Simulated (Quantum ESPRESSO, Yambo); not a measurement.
Planning a run of Quantum ESPRESSO 7.5 on MoS2 (R3m). The input:

```
&control
  calculation = 'bands'
  prefix = 'x'
  outdir = 'o'
  pseudo_dir = 'pseudo'
/
&system
  ibrav = 0
  nat = 3
  ntyp = 2
  ecutwfc = 72.0
  nbnd = 19
  force_symmorphic = .true.
/
&electrons
  conv_thr = 1e-9
  electron_maxstep = 80
  diago_full_acc = .true.
  diago_thr_init = 5e-6
/
ATOMIC_SPECIES
  Mo 95.95 Mo.upf
  S 32.06 S.upf
CELL_PARAMETERS angstrom
  1.5800000000 0.9122134253 6.1500000000
  -1.5800000000 0.9122134253 6.1500000000
  -0.0000000000 -1.8244268506 6.1500000000
ATOMIC_POSITIONS crystal
  Mo 0.0000947593 0.0000947593 0.0000947593
  S 0.2486318087 0.2486318087 0.2486318087
  S 0.4182734320 0.4182734320 0.4182734320
K_POINTS crystal
  59
  0.00000000 0.00000000 0.00000000 1
  0.06250000 0.06250000 0.06250000 1
  0.12500000 0.12500000 0.12500000 1
  0.18750000 0.18750000 0.18750000 1
  0.25000000 0.25000000 0.25000000 1
  0.31250000 0.31250000 0.31250000 1
  0.37500000 0.37500000 0.37500000 1
  0.43750000 0.43750000 0.43750000 1
  0.50000000 0.50000000 0.50000000 1
  0.53983325 0.46016675 0.50000000 1
  0.57966650 0.42033350 0.50000000 1
  0.61949975 0.38050025 0.50000000 1
  0.65933299 0.34066701 0.50000000 1
  0.69916624 0.30083376 0.50000000 1
  0.73899949 0.26100051 0.50000000 1
  0.77883274 0.22116726 0.50000000 1
  0.81866599 0.18133401 0.50000000 1
  0.50000000 -0.18133401 0.18133401 1
  0.50000000 -0.15866726 0.15866726 1
  0.50000000 -0.13600051 0.13600051 1
  0.50000000 -0.11333376 0.11333376 1
  0.50000000 -0.09066700 0.09066700 1
  0.50000000 -0.06800025 0.06800025 1
  0.50000000 -0.04533350 0.04533350 1
  0.50000000 -0.02266675 0.02266675 1
  0.50000000 0.00000000 0.00000000 1
  0.43750000 0.00000000 0.00000000 1
  0.37500000 0.00000000 0.00000000 1
  0.31250000 0.00000000 0.00000000 1
  0.25000000 0.00000000 0.00000000 1
  0.18750000 0.00000000 0.00000000 1
  0.12500000 0.00000000 0.00000000 1
  0.06250000 0.00000000 0.00000000 1
  0.00000000 0.00000000 0.00000000 1
  0.04258337 -0.04258337 0.00000000 1
  0.08516675 -0.08516675 0.00000000 1
  0.12775012 -0.12775012 0.00000000 1
  0.17033350 -0.17033350 0.00000000 1
  0.21291688 -0.21291688 0.00000000 1
  0.25550025 -0.25550025 0.00000000 1
  0.29808363 -0.29808363 0.00000000 1
  0.34066700 -0.34066700 0.00000000 1
  0.65933300 0.00000000 0.34066700 1
  0.63941637 0.00000000 0.36058363 1
  0.61949975 0.00000000 0.38050025 1
  0.59958312 0.00000000 0.40041688 1
  0.57966650 0.00000000 0.42033350 1
  0.55974987 0.00000000 0.44025012 1
  0.53983325 0.00000000 0.46016675 1
  0.51991663 0.00000000 0.48008337 1
  0.50000000 0.00000000 0.50000000 1
  0.43750000 0.00000000 0.43750000 1
  0.37500000 0.00000000 0.37500000 1
  0.31250000 0.00000000 0.31250000 1
  0.25000000 0.00000000 0.25000000 1
  0.18750000 0.00000000 0.18750000 1
  0.12500000 0.00000000 0.12500000 1
  0.06250000 0.00000000 0.06250000 1
  0.00000000 0.00000000 0.00000000 1
```

```sh
OMP_NUM_THREADS=1 mpirun -n 4 pw.x -nk 4 -in pw.in > pw.out
```

Estimate wall time and host memory on 4 MPI ranks of Arm Neoverse V1, shared host.

It took 25 s; on shared hardware allow 13 s to 51 s. Peak host memory was 0.31 GiB.

[Paths, hosts, dates, memory and timing lines, banners, echoed tables and standing remarks are left out of the program output.]

[Logs are printed without paths, hosts, clocks, repeated set-up lines and the standing remarks that a program may print on its own settings, such as how far it seeks lower states.]

[Runs of the session that timed out or met a known fault of the program may be left out.]

[Hosts, paths, dates, database ids (printed as entryN), source tags and the programs' standing remarks are cut or masked in the printed files.]
